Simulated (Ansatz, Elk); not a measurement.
# How far do independent atoms describe Sc2TiTl2InRh2?

The structure of Sc2TiTl2InRh2 used here is made up (a known structure type with other elements) and was relaxed beforehand with PBE. The aim is the Fourier transform of its all-electron density, F(hkl), set beside the sum over free spherical atoms that refinements use.

Main program and level: Elk 11.2.3 (patched build); DFT, PBE, all-electron APW+lo, Dirac cores, scalar-relativistic bands, static density, no spin.

This account leaves out most program logs.

The structure was built from a prototype and need not be the compound's stable phase.

## 1. The structure

Symmetry: Pmmm, No. 47, orthorhombic system. Conventional cell: a = 3.716 Å, b = 4.585 Å, c = 9.444 Å, α = 90.00°, β = 90.00°, γ = 90.00°. Nearest to Tl lie 4 Tl at 2.95 Å and 4 Sc at 3.32 Å and 4 Rh at 3.36 Å. Nearest to Tl lie 4 Tl at 2.95 Å and 4 Sc at 3.04 Å. In has 4 Ti at 2.95 Å and 4 Sc at 2.97 Å and 4 Rh at 2.99 Å nearest. Nearest to Rh lie 2 Ti at 2.67 Å and 4 Sc at 2.98 Å and 2 In at 2.99 Å. Nearest to Ti lie 4 Rh at 2.67 Å and 4 In at 2.95 Å and 4 Sc at 3.26 Å. Nearest to Sc lie 2 In at 2.97 Å and 4 Rh at 2.98 Å and 4 Tl at 3.04 to 3.32 Å and 2 Ti at 3.26 Å. Farther neighbours are not listed.

## 2. Ground state and structure factors

An all-electron density is needed, since X-rays see the cores too. Task 0 finds the density and task 195 Fourier-transforms it; tshift is off so that phases refer to the origin typed.

The input, elk.in:

```
tasks
  0
  195

xctype
  20

spinpol
  .false.

rgkmax
  7.0

gmaxvr
  14.0

lmaxo
  7

lmaxapw
  8

swidth
  0.002

tshift
  .false.

ramdisk
  .false.

hmaxvr
  5.5

maxscl
  120

epspot
  1e-06

sppath
  './'

avec
  8.66434738550 0.00000000000 -0.00000000000
  0.00000000000 7.02191190034 -0.00000000000
  -0.00000000000 -0.00000000000 17.84672563289

atoms
  5
  'Tl.in'
  2
  0.5000000000 -0.0000000000 -0.0000000000   0.000000 0.000000 0.000000
  0.0000000000 0.5000000000 -0.0000000000   0.000000 0.000000 0.000000
  'In.in'
  1
  0.0000000000 0.5000000000 0.5000000000   0.000000 0.000000 0.000000
  'Rh.in'
  2
  0.5000000000 0.5000000000 0.7030990567   0.000000 0.000000 0.000000
  0.5000000000 0.5000000000 0.2969009433   0.000000 0.000000 0.000000
  'Ti.in'
  1
  0.5000000000 0.0000000000 0.5000000000   0.000000 0.000000 0.000000
  'Sc.in'
  2
  0.0000000000 0.0000000000 0.7454977203   0.000000 0.000000 0.000000
  0.0000000000 0.0000000000 0.2545022797   0.000000 0.000000 0.000000

ngridk
  5 6 3
```

Launch:

```console
> OMP_NUM_THREADS=4 elk
```

The job ended after 57 s (4 threads of AMD EPYC 9B45 (Zen 5), shared host; peak memory 0.37 GiB).

SFACRHO.OUT:

```text

h k l indices transformed by vhmat matrix:
   1.000000000       0.000000000       0.000000000    
   0.000000000       1.000000000       0.000000000    
   0.000000000       0.000000000       1.000000000    

      h      k      l  multipl.   |H|            Re(F)            Im(F)           |F|

      0      0      0      1   0.0000000       365.00000      0.33021064E-16   365.00000    
      0      0      1      2  0.35206376       63.383286      0.32020563E-13   63.383286    
      0      0      2      2  0.70412752       111.51796     -0.91235059E-13   111.51796    
     -1      0      0      2  0.72517698      -20.749763     -0.97307689E-13   20.749763    
      1      0      1      4  0.80612068      -2.8833076      0.32020563E-13   2.8833076    
      0     -1      0      2  0.89479694      -70.875043     -0.19479802E-12   70.875043    
      0      1      1      4  0.96156667       47.008679      0.18835625E-14   47.008679    
      1      0     -2      4   1.0107805       56.425144      0.57448656E-13   56.425144    
      0      0      3      2   1.0561913       147.28322      0.12808225E-12   147.28322    
      0      1     -2      4   1.1386207       6.4599736      0.50620742E-13   6.4599736    
     -1      1      0      4   1.1517566      -93.143265      0.37841056E-13   93.143265    
     -1     -1     -1      8   1.2043638      -105.82347     -0.80993188E-13   105.82347    
     -1      0     -3      4   1.2811798      -77.531971     -0.11301375E-12   77.531971    
     -1     -1     -2      8   1.3499403      -281.22200     -0.34127798E-12   281.22200    
      0     -1      3      4   1.3842693      -28.798043     -0.75342500E-13   28.798043    
      0      0      4      2   1.4082550       245.80792     -0.82405859E-13   245.80792    
      2      0      0      2   1.4503540       286.96632     -0.17248991E-12   286.96632    
      2      0      1      4   1.4924730       59.217028      0.37671250E-14   59.217028
```

Elk indexes on the primitive cell of elk.in and gives |H| = 4π sin θ/λ in inverse bohr. Below, one row stands for each form hkl of the conventional cell (m members, Friedel mates merged), F is for one primitive cell and the density is static (no thermal factor). Free-atom factors are Waasmaier and Kirfel's, and R is Σm||F|−|F'||/Σm|F|.

| hkl | m | sin θ/λ (Å⁻¹) | abs F, DFT | neutral atoms | diff. |
| --- | --- | --- | --- | --- | --- |
| 001 | 2 | 0.053 | 63.383 | 63.692 | -0.309 |
| 002 | 2 | 0.106 | 111.518 | 111.824 | -0.306 |
| 010 | 2 | 0.109 | 20.750 | 20.696 | +0.053 |
| 011 | 4 | 0.121 | 2.883 | 3.047 | -0.164 |
| 100 | 2 | 0.135 | 70.875 | 70.889 | -0.014 |
| 101 | 4 | 0.145 | 47.009 | 47.002 | +0.006 |
| 012 | 4 | 0.152 | 56.425 | 56.475 | -0.050 |
| 003 | 2 | 0.159 | 147.283 | 147.289 | -0.006 |
| 102 | 4 | 0.171 | 6.460 | 6.475 | -0.015 |
| 110 | 4 | 0.173 | 93.143 | 92.990 | +0.154 |
| 111 | 8 | 0.181 | 105.823 | 105.862 | -0.039 |
| 013 | 4 | 0.193 | 77.532 | 77.671 | -0.139 |
| 112 | 8 | 0.203 | 281.222 | 282.349 | -1.127 |
| 103 | 4 | 0.208 | 28.798 | 29.187 | -0.389 |
| 004 | 2 | 0.212 | 245.808 | 246.851 | -1.043 |
| 020 | 2 | 0.218 | 286.966 | 288.126 | -1.160 |
| 021 | 4 | 0.224 | 59.217 | 59.200 | +0.017 |
| 113 | 8 | 0.235 | 24.637 | 24.257 | +0.380 |
| 014 | 4 | 0.238 | 24.772 | 24.540 | +0.232 |
| 022 | 4 | 0.242 | 99.075 | 98.974 | +0.102 |
| 104 | 4 | 0.251 | 20.209 | 20.323 | -0.114 |
| 120 | 4 | 0.256 | 60.367 | 60.760 | -0.392 |

## 3. The highest occupied states alone

An energy window below the Fermi level keeps the highest occupied states, to see at which angles they scatter; shallow core shells can lie inside it and anion s states outside. No new self-consistency is needed.

elk.in, as its differences from that of step 2:

```diff
@@ -1,3 +1,2 @@
 tasks
-  0
   195
@@ -40,2 +39,5 @@
 
+wsfac
+  -0.168610 0.572390
+
 sppath
```

Launch:

```console
> OMP_NUM_THREADS=4 elk
```

Wall time 16 s (4 threads); peak memory 0.28 GiB; 21 s of CPU time.

States within 12 eV below the Fermi level hold 50.53 electrons; any levels below the window count with the cores, and a count that is not whole means the window cuts a band. Their amplitudes can exceed the total, where window and core parts have opposite phase:

| hkl | sin θ/λ (Å⁻¹) | abs F, window | abs F, all |
| --- | --- | --- | --- |
| 001 | 0.053 | 6.806 | 63.383 |
| 002 | 0.106 | 3.692 | 111.518 |
| 010 | 0.109 | 12.834 | 20.750 |
| 011 | 0.121 | 3.090 | 2.883 |
| 100 | 0.135 | 7.891 | 70.875 |
| 101 | 0.145 | 3.246 | 47.009 |
| 012 | 0.152 | 5.252 | 56.425 |
| 003 | 0.159 | 15.435 | 147.283 |
| 102 | 0.171 | 7.926 | 6.460 |
| 110 | 0.173 | 1.594 | 93.143 |

## 4. Another functional

The difference from free atoms is small, so it is set against the change that LDA (Perdew-Wang) makes.

elk.in, as its differences from that of step 3:

```diff
@@ -1,2 +1,3 @@
 tasks
+  0
   195
@@ -4,3 +5,3 @@
 xctype
-  20
+  3
 
@@ -39,5 +40,2 @@
 
-wsfac
-  -0.168610 0.572390
-
 sppath
```

Launch:

```console
> OMP_NUM_THREADS=4 elk
```

Wall time 31 s (4 threads); peak memory 0.28 GiB.

Against the first run R = 0.02 %; the largest change is -0.111 at 200.

## 5. Basis size

The basis and the expansions that go with it are enlarged, to see whether the differences are converged.

elk.in, as its differences from that of step 4:

```diff
@@ -5,3 +5,3 @@
 xctype
-  3
+  20
 
@@ -11,12 +11,12 @@
 rgkmax
-  7.0
+  8.5
 
 gmaxvr
-  14.0
+  18.0
 
 lmaxo
-  7
+  9
 
 lmaxapw
-  8
+  10
```

Launch:

```console
> OMP_NUM_THREADS=4 elk
```

It took 1.9 min on 4 threads; peak memory 0.71 GiB; 5.3 min of CPU time.

Against the first run R = 0.01 %; the largest change is +0.028 at 112.

## 6. Settings against the effect

| run | R against the first run (%) | R against neutral atoms, low angle (%) | wall time |
| --- | --- | --- | --- |
| PBE, rgkmax 7 | 0.00 | 0.34 | 57 s |
| LDA (Perdew-Wang) | 0.02 | 0.36 | 31 s |
| rgkmax 8.5 with larger expansions | 0.01 | 0.34 | 1.9 min |

## 7. What came out

| Quantity | Value |
| --- | --- |
| R against neutral atoms, sin θ/λ < 0.3 Å⁻¹ | 0.34 % |
| R against neutral atoms, 0.3 to 0.54 Å⁻¹ | 0.15 % |

In words: Independent neutral atoms miss the calculated amplitudes by R = 0.34 % below 0.3 Å⁻¹ and 0.15 % from there to 0.54 Å⁻¹; by shells, 0.28 % below 0.15 Å⁻¹ (6 forms), 0.35 % 0.15 to 0.3 (28 forms), 0.16 % 0.3 to 0.45 (61 forms), 0.13 % above 0.45 (54 forms). Bonding, aspherical density and the tables' own atoms all enter these figures, and the runs don't part them. The largest change of an amplitude is -1.16 electrons, at 020. The window's part falls from 50.5 electrons at the origin to at most 0.83 between 0.45 and 0.54 Å⁻¹, where compact states inside the window still scatter. The window holds more than the 37 outer electrons of the free atoms, so shallow core shells lie inside it. Below 0.3 Å⁻¹ the changes that finished (LDA (Perdew-Wang) and rgkmax 8.5 with larger expansions) move F by R = 0.02 % at most, against the 0.34 % that separates it from free atoms. The k-mesh has no finished test. These runs have no spin, though d or f shells may be open. Spin-orbit coupling is left out, which can matter for elements this heavy. Part of the difference isn't bonding: the tables are fits to free atoms and ions calculated by other methods than this functional. Thermal motion, anomalous dispersion and extinction are left out.

[Logs are printed without paths, hosts, clocks, repeated set-up lines and the standing remarks that a program may print on its own settings, such as how far it seeks lower states.]

[Hosts, paths, dates, database ids (printed as entryN), source tags and the programs' standing remarks are cut or masked in the printed files.]
